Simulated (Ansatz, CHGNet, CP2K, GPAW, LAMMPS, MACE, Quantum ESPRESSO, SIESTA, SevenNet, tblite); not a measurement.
## Glassy 69SiO2-19Al2O3-6SrO-6Li2O (mol %) (106 atoms) in GPAW

How do the settings of GPAW change the result for glassy 69SiO2-19Al2O3-6SrO-6Li2O (mol %) (106 atoms)? A plane-wave run serves as the yardstick.

Calculated with GPAW 26.7.0; the method is named at each step.

### Step 1. Starting point

The cell holds 106 atoms: 22 Si, 12 Al, 2 Sr, 4 Li and 66 O. Cell: a = 11.659 Å, b = 11.659 Å, c = 11.659 Å, α = 90.0°, β = 90.0°, γ = 90.0°. 106 atoms (22 Si, 12 Al, 2 Sr, 4 Li, 66 O) placed at random at 2.31 g/cm³, melted at 4000 K for 10 ps at fixed volume with the Morse and Coulomb pair potential with partial charges (Pedone, Malavasi, Menziani, Cormack and Segre, J. Phys. Chem. B 110, 11780 (2006)). Quenched from 4000 K to 300 K at 50 K/ps and fixed volume, held 5 ps.

The yardstick, on the same geometry:

```
method                                           : Kohn-Sham DFT, PBE, SSSP efficiency 1.3.0 pseudopotentials, plane waves (Quantum ESPRESSO 7.5); sssp-pbe-1.3.0-efficiency, cutoffs 60/480 Ry, Γ point
r.m.s. force component                           : 1.325 eV/Å
longest force                                    : 5.255 eV/Å
pressure                                         : 1.859 GPa
gap (highest filled to lowest empty level) : 2.915 eV
time                                             : 4.8 min on 4 MPI ranks of Arm Neoverse V2, shared host
CPU time                                         : 19 min
```

### Step 2. PBE, LCAO dzp, h 0.18 Å

Method: Kohn-Sham DFT, PBE, PAW, atomic orbitals (dzp).

The input, run.py:

```python
import numpy as np
from ase.io import read
from gpaw import GPAW, FermiDirac
from ase.parallel import parprint as print

atoms = read("structure.xyz")
atoms.calc = GPAW(
    mode="lcao",
    basis="dzp",
    h=0.18,
    xc="PBE",
    kpts={"size": (1, 1, 1), "gamma": True},
    occupations=FermiDirac(0.05),
    maxiter=200,
    symmetry={"point_group": False},
    txt="gpaw.txt",
)
energy = atoms.get_potential_energy(force_consistent=True)
forces = atoms.get_forces()
print(f"energy {energy:.6f} eV")
print("forces (eV/A)")
for i, (a, f) in enumerate(zip(atoms, forces)):
    print(f"{i:4d} {a.symbol:2s} {f[0]:10.5f} {f[1]:10.5f} {f[2]:10.5f}")
print(f"Fermi level {atoms.calc.get_fermi_level():.4f} eV")
for k in range(len(atoms.calc.get_ibz_k_points())):
    for s in range(atoms.calc.get_number_of_spins()):
        e = atoms.calc.get_eigenvalues(kpt=k, spin=s)
        n = np.searchsorted(e, atoms.calc.get_fermi_level())
        print(f"k {k} spin {s} levels about the Fermi level:", np.round(e[max(n - 6, 0):n], 4).tolist(), "|", np.round(e[n:n + 6], 4).tolist())
```

The input, structure.xyz:

```xyz
106
Lattice="11.65850 0.00000 0.00000 0.00000 11.65850 0.00000 0.00000 0.00000 11.65850" Properties=species:S:1:pos:R:3 pbc="T T T"
Si 3.37933 11.50647 8.40520
Si 5.42085 5.58407 4.38733
Si 10.11445 7.02156 6.49402
Si 0.89129 1.33630 7.09373
Si 4.14203 1.51106 4.50554
Si 0.92662 7.33751 10.06746
Si 7.55098 9.68075 2.53491
Si 3.25890 4.75539 2.41587
Si 10.04520 8.29747 1.52167
Si 5.73575 3.32594 0.92953
Si 10.23943 1.03015 9.22397
Si 0.12323 0.23795 4.04678
Si 8.91432 0.75990 2.69941
Si 8.38456 2.74511 7.20425
Si 10.12179 4.06136 4.85367
Si 3.02270 8.27777 7.96380
Si 11.08793 10.14453 10.87260
Si 10.39029 2.57361 0.33017
Si 5.84196 7.19854 7.18933
Si 2.56767 7.53979 1.16911
Si 1.39261 2.18993 1.82351
Si 0.78508 8.85755 3.25389
Al 6.06405 0.49094 6.73430
Al 2.22677 11.62994 11.31364
Al 1.63697 3.62626 5.46049
Al 8.61785 4.23005 1.84647
Al 8.31333 5.64551 8.69922
Al 5.63770 7.66511 1.69363
Al 4.03081 0.58782 1.37419
Al 7.76713 9.45015 5.87740
Al 7.17441 5.66428 11.50426
Al 6.89251 2.94377 3.79403
Al 1.56539 6.99510 5.72887
Al 10.12821 5.75079 11.18610
Sr 4.77544 9.44805 4.79712
Sr 4.97002 9.01179 10.69562
Li 8.02140 6.71809 3.04485
Li 4.80330 1.20887 10.27638
Li 8.54347 0.52603 5.36268
Li 1.52726 4.68532 7.72807
O 9.17944 8.33140 6.06545
O 8.52073 8.37220 2.01937
O 10.29679 7.00349 0.58910
O 4.51137 4.29149 1.46407
O 9.11100 1.58486 8.25025
O 5.09593 1.89019 0.69403
O 11.59484 1.07072 8.38060
O 10.27708 11.14599 9.87405
O 2.96091 2.40480 5.01187
O 2.42520 1.32231 0.91030
O 3.99653 5.17054 3.71253
O 6.32287 8.46978 6.46697
O 0.01795 7.41038 6.37767
O 7.43020 9.62864 4.09913
O 6.28125 7.10679 0.19318
O 5.86458 6.79457 3.30705
[... 46 atom lines left out ...]
O 4.96582 0.27491 8.23545
O 3.82760 0.53338 3.12786
O 10.32500 9.59565 0.56101
O 8.57949 5.68655 10.37863
```

Command:

```
$ OMP_NUM_THREADS=1 mpirun -np 2 gpaw python run.py > output.txt
```

What it wrote:

```text
energy -732.379374 eV
forces (eV/A)
   0 Si   -0.38748   -1.05769   -2.78514
   1 Si    1.57838    0.62641   -0.21297
   2 Si    0.13054    0.56675   -2.17320
   3 Si    1.05339   -3.70219   -1.56275
   4 Si   -0.12115   -2.90860   -1.70248
   5 Si   -1.30564    2.76007    0.76397
   6 Si    3.14693   -0.42524   -0.04491
   7 Si    0.72697    0.25349   -3.42661
   8 Si    0.69922    0.25657   -3.03509
   9 Si   -0.96059    2.45537   -0.69864
  10 Si    0.16326   -1.25357    1.18750
  11 Si   -1.80773   -0.85154    0.96727
  12 Si    1.64254   -0.99604    0.09000
  13 Si    1.18146   -0.33830    0.41126
  14 Si    1.69564    3.61410    0.86497
  15 Si   -0.09765    1.75610   -1.89985
  16 Si    1.56883   -1.61375    0.52299
  17 Si   -1.53507   -0.18875    4.88167
  18 Si   -2.36776   -3.10186    1.25130
  19 Si   -3.82730   -0.02919    0.86098
  20 Si    2.18509    0.71916    3.06957
  21 Si    0.51210    0.13057   -0.13065
  22 Al    0.09759    0.84800    0.88500
  23 Al    1.06718    0.62381   -0.14319
[...]
98 O     0.13593   -0.29517   -0.91112
  99 O    -1.00992   -0.57567   -0.42886
 100 O     1.47444    0.14558   -0.33786
 101 O    -1.00431   -2.02981   -0.43839
 102 O     1.05897    0.12696    0.41953
 103 O    -0.33704   -0.93658    0.10176
 104 O    -0.69981    1.58693   -0.82057
 105 O    -0.49340    0.20524    1.10997
Fermi level 3.3299 eV
k 0 spin 0 levels about the Fermi level: [1.1592, 1.2514, 1.5791, 1.8847, 2.008, 2.0802] | [4.8742, 5.7559, 6.2448, 6.3493, 6.488, 6.59]
```

gpaw.txt:

```text
Input parameters:
  mode=LCAO(),
  basis={'default': 'dzp'},
  h=0.18,
  kpts=MonkhorstPack(size=(1, 1, 1), gamma=True),
  maxiter=200,
  occupations=Occupations(name='fermi-dirac', width=0.05, fixmagmom=False),
  symmetry=Symmetry(point_group=False),
  xc=XC(name='PBE')
Unit cell  # Å
| periodic |         x |         y |         z |   lengths |    angles |
|----------|-----------|-----------|-----------|-----------|-----------|
|      yes | 11.658500 |  0.000000 |  0.000000 | 11.658500 | 90.000000 |
|      yes |  0.000000 | 11.658500 |  0.000000 | 11.658500 | 90.000000 |
|      yes |  0.000000 |  0.000000 | 11.658500 | 11.658500 | 90.000000 |
Number of symmetries: 1
Symmetry operations  # r_c * U_cc + t_c -> r_c
|   | kind |            matrix            |
|---|------|------------------------------|
| 0 |  E   |  1, 0, 0,  0, 1, 0,  0, 0, 1 |
BZ-sampling:
  Number of BZ points: 1
  Number of IBZ points: 1
  Monkhorst-Pack size: [1, 1, 1]
  Monkhorst-Pack shift: [0, 0, 0]
[... lines left out ...]
        l=0, rc=2.2969 Bohr: 2s-dz split-valence wave
        l=1, rc=2.8906 Bohr: 2p-dz split-valence wave
        l=2, rc=5.3906 Bohr: d-type Gaussian polarization
      Number of RI-basis functions 0
Reference energy: -561241.595855  # eV
eigensolver:
density mixing:
  MSR1-Mixer
occupation numbers:
  Fermi-Dirac:
    width: 0.0500  # eV
FastPoissonSolver using
    Stencil: 6*3+1=19 point O(h^6) finite-difference Laplacian
xc functional:
  name: PBE with 2 nearest neighbor stencil
interpolation: tri-quintic # 5. degree polynomial
Initialization done in: 6.683 s
convergence criteria:
- Maximum [total energy] change in last 3 cyles: 0.0005 eV / valence electron
- Maximum integral of absolute [dens]ity change: 0.0001 electrons / valence electron
- Maximum integral of absolute [eigenst]ate change: 4e-08 eV^2 / valence electron
maximum number of iterations: 200
SCF iterations
|iter     |      energy | eigst |  dens |
|---------|-------------|-------|-------|
|iter:   1| -802.772852 |      c|       |
|iter:   2| -784.632773 |      c| -0.76 |
|iter:   3| -731.546505 |      c| -0.80 |
|iter:   4| -732.114521 |      c| -1.41 |
|iter:   5| -732.412227 |      c| -1.71 |
|iter:   6| -732.380337 |      c| -2.48 |
|iter:   7| -732.379495c|      c| -3.16 |
|iter:   8| -732.379391c|      c| -3.58 |
|iter:   9| -732.379374c|      c| -4.05c|
Converged in 9 steps
SCF loop duration: 70.217 s (7.802 s/step)
Energy contributions relative to reference atoms: (reference = -561241.595855)
Energy contributions:
  Kinetic:         835.170274
  Coulomb:        -724.798410
  Zero:             11.292980
  External:          0.000000
  Xc:             -854.044219
  Entropy:          -0.000000
  Spinorbit:         0.000000
  ----------------------------
  Free energy:    -732.379374
  Extrapolated:   -732.379374
dipole moment: (-98.089343, -71.426994, 13.095609)  # |e|*Ang
Fermi level: 3.330
Eigenvalues  # (at kpt = [0.000, 0.000, 0.000])
| band index |      eig [eV] | occ [0-2] |
|------------|---------------|-----------|
|          0 |       -33.364 |     2.000 |
|        ... |               |           |
|        264 |         0.986 |     2.000 |
|        265 |         1.098 |     2.000 |
[...]
|        279 |         6.804 |     0.000 |
|        ... |               |           |
|        330 |        10.006 |     0.000 |
Gap: 2.794 eV
Transition (v -> c):
  (s=0, k=0, n=271, [0.00, 0.00, 0.00]) -> (s=0, k=0, n=272, [0.00, 0.00, 0.00])
No difference between direct/indirect transitions
Force computation time: 16.973  # s
```

Run time: 96 s. Hardware: 2 MPI ranks of Arm Neoverse V2, shared host; peak memory 2.3 GiB.

Banners, paths, timers and routine set-up lines are dropped from the logs unmarked, and long logs keep their key lines alone; longer cuts are marked.

Numbers from this run, and their distance from the reference:

```
r.m.s. force component                           : 1.516 eV/Å
r.m.s. difference of force components            : 283.3 meV/Å
longest difference of force vectors              : 969.7 meV/Å
force difference over r.m.s. force               : 21.37 %
slope of forces against the reference's          : 1.131
correlation of force components                  : 0.9891
gap (highest filled to lowest empty level) : 2.794 eV
gap difference                                   : -0.1214 eV
```

Length of the force difference by element (eV/Å):

```
element  atoms  mean  most
     Al     12  0.31  0.59
     Li      4  0.19  0.28
      O     66  0.55  0.97
     Si     22  0.29  0.47
     Sr      2  0.18  0.21
```

Levels nearest the highest filled one (eV from it): -0.92, -0.83, -0.50, -0.20, -0.07, 0.00, 2.79, 3.68, 4.16, 4.27, 4.41, 4.51.

A closer look about Sr36, one of the 2 Sr atoms: 11 atoms, nearest first, numbered in the order of the input, with positions taken from that point.

```
atom      x      y      z  distance (Å)  bonds     Fx     Fy  Fz (eV/Å)
Sr36   0.00   0.00   0.00          0.00      6  -0.16  -0.33       0.09
 O55   1.31  -1.90   1.16          2.59      3  -0.49   1.28      -2.20
 O79  -1.21   1.97   1.20          2.61      3   1.43  -1.95      -0.50
 O57  -0.91  -1.09   2.25          2.66      3   0.36   2.35      -1.33
 O73  -0.48  -1.24  -2.48          2.81      3   5.19  -2.46       1.12
 O72  -1.73   0.81  -2.26          2.96      3   0.01   1.83       1.03
Al28   0.67  -1.35   2.66          3.05      4   2.60  -2.35       2.21
 O88   1.22   0.32   2.83          3.10      3  -3.39   0.29      -1.49
Si16  -1.95  -0.73  -2.73          3.43      4  -0.10   1.76      -1.90
O101  -3.01  -1.57   0.62          3.45      2   1.47   0.15      -0.34
Si20  -2.40  -1.47   2.13          3.53      4  -3.83  -0.03       0.86
```

Atoms are counted from 1 here, from 0 in the log.

Forces lie 21 % from the reference's, at 0.17 times its CPU time (on 2 against 4 cores).

The forces add up to 0.59 eV/Å instead of zero, usually a sign of too coarse a grid.

### Step 3. PBE, LCAO dzp, h 0.28 Å

Method: Kohn-Sham DFT, PBE, PAW, atomic orbitals (dzp).

run.py, as its differences from that of step 2:

```diff
@@ -3,3 +3,2 @@
 from gpaw import GPAW, FermiDirac
-from ase.parallel import parprint as print
 
@@ -9,3 +8,3 @@
     basis="dzp",
-    h=0.18,
+    h=0.28,
     xc="PBE",
```

structure.xyz is that of step 2.

Command:

```
$ OMP_NUM_THREADS=1 python run.py > output.txt
```

What it wrote:

```text
energy -647.205735 eV
forces (eV/A)
   0 Si   -0.33983   -1.18083   -2.85826
   1 Si    1.54156    0.63862   -0.21999
   2 Si    0.22082    0.48700   -2.06431
   3 Si    1.17762   -3.60684   -1.51957
   4 Si   -0.24881   -2.91260   -1.76357
   5 Si   -1.49178    2.80934    0.73971
[...]
103 O    -2.87160    1.96697    3.28513
 104 O    -2.45312    3.25456    0.80724
 105 O    -1.83104    0.49170    3.27050
Fermi level 3.3917 eV
k 0 spin 0 levels about the Fermi level: [1.1825, 1.2494, 1.5815, 1.909, 1.9993, 2.1131] | [4.8829, 5.7682, 6.2584, 6.3664, 6.4983, 6.6034]
```

gpaw.txt:

```text
Input parameters:
  mode=LCAO(),
  basis={'default': 'dzp'},
  h=0.28,
  kpts=MonkhorstPack(size=(1, 1, 1), gamma=True),
  maxiter=200,
  occupations=Occupations(name='fermi-dirac', width=0.05, fixmagmom=False),
[... lines left out ...]
  Fermi-Dirac:
[... lines left out ...]
convergence criteria:
- Maximum [total energy] change in last 3 cyles: 0.0005 eV / valence electron
[... lines left out ...]
Converged in 9 steps
[... lines left out ...]
  Free energy:    -647.205735
[... lines left out ...]
Fermi level: 3.392
[... lines left out ...]
|        ... |               |           |
|        330 |        10.029 |     0.000 |
Gap: 2.770 eV
Transition (v -> c):
  (s=0, k=0, n=271, [0.00, 0.00, 0.00]) -> (s=0, k=0, n=272, [0.00, 0.00, 0.00])
No difference between direct/indirect transitions
Force computation time: 12.623  # s
timing:  # [seconds]
  Total:  72.140  # ━━━━━━━━━━━━━━━━━━━━━━━━━━━━━━━━━━━━━━━━━━━━━━━━━━━━━━━━━
  Init:    7.806  # ━━━━━━
  SCF:    51.680  # ━━━━━━━━━━━━━━━━━━━━━━━━━━━━━━━━━━━━━━━━━
  Forces: 12.623  # ━━━━━━━━━━
```

It took 73 s on 1 thread; peak memory 0.75 GiB.

Compared with the plane-wave run:

| Item | Value |
| --- | --- |
| r.m.s. force component | 2.562 eV/Å |
| r.m.s. difference of force components | 2032 meV/Å |
| longest difference of force vectors | 6730 meV/Å |
| force difference over r.m.s. force | 153.3 % |
| slope of forces against the reference's | 1.193 |
| correlation of force components | 0.6173 |
| gap (highest filled to lowest empty level) | 2.77 eV |
| gap difference | -0.1456 eV |
| energy less the same-level run's | 803.5 meV/atom |
| r.m.s. force difference from the same-level run | 2014 meV/Å |

This is a coarse setting, run to see what it loses.

Against the first run (21 %), the force difference from the reference is 153 %, at 0.38 times the CPU time (on 1 against 2 cores): the grid matters here.

The difference per atom is largest on O (4.3 eV/Å on average, against 0.31 on Al). The forces add up to 36 eV/Å instead of zero, usually a sign of too coarse a grid.

### Step 4. All runs compared

Differences are against the plane-wave reference, forces as r.m.s. over components; share is that over the reference's r.m.s. force, slope the least-squares factor from reference forces to these. Total energies of different programs have different zeros and aren't compared.

```
                                  run  Δ force, r.m.s. (meV/Å)  share (%)  slope  Δ gap (eV)  cores  CPU time  memory (GiB)
                            reference                        -          -      -           -      4    19 min           5.3
         GPAW PBE, LCAO dzp, h 0.18 Å                      283       21.4  1.131      -0.121      2   3.2 min           2.3
GPAW PBE, LCAO dzp, h 0.28 Å (coarse)                     2032        153  1.193      -0.146      1      73 s          0.75
```

Rows marked coarse were listed beforehand as settings not expected to be converged; some can still land near the reference.

CPU time is summed over cores on a shared host, where runs went side by side, so it is rough. Symmetry, cutoffs, thresholds, outputs and thread counts weren't matched or tuned between programs; memory under MPI is the largest rank's times the ranks.

Within one program, basis, potentials and functional, energies share a zero. Each run against its twin at the usual cutoff or grid and solver:

```
                         run                twin  Δ energy (meV/atom)  Δ force, r.m.s. (meV/Å)         CPU time over the twin's
GPAW PBE, LCAO dzp, h 0.28 Å  LCAO dzp, h 0.18 Å                  804                     2014  0.38 (this twin ran on 2 cores)
```

### Step 5. Summary of results

```yaml
nearest_in_forces: GPAW PBE, LCAO dzp, h 0.18 Å, 21 %
its_cpu_time: 3.2 min
```

The PBE run in local orbitals, coarse settings apart, differs by 21 % (GPAW PBE, LCAO dzp, h 0.18 Å); basis, grid and potentials can all enter. Runs with settings chosen to be coarse differ by 153 % (GPAW PBE, LCAO dzp, h 0.28 Å), their programs' other errors included. Of the electronic-structure runs that take under half the reference's CPU time, GPAW PBE, LCAO dzp, h 0.18 Å comes nearest, at 21 % in 3.2 min against 19 min. GPAW PBE, LCAO dzp, h 0.18 Å stiffens the forces by a factor of 1.13 while following their directions (correlation 0.989). At the same functional, gaps differ from the reference's 2.92 eV by between -0.15 and -0.12 eV. The potentials hold different valence shells: 552 electrons in the reference, 544 in GPAW; this bears on time and differences. The quench rate of 50 K/ps is many orders above laboratory rates, so the cell is likely richer in defects and strain than a real sample. The network of bonds at the start is that of the classical potential that made the cell, and needn't be the one that DFT or experiment would give. The reference's stress is far from hydrostatic: its diagonal is 3.1, -0.1, 2.5 GPa, compression counted positive. The electronic-structure runs sample only Γ, in a cell whose shortest periodic width is 12 Å.

[Also dropped from logs without a mark: logging warnings of Python, and SIESTA's first energy breakdown and zero terms.]

[Logs are printed without paths, hosts, clocks, repeated set-up lines and the standing remarks that a program may print on its own settings, such as how far it seeks lower states.]

[Hosts, paths, dates, database ids (printed as entryN), source tags and the programs' standing remarks are cut or masked in the printed files.]
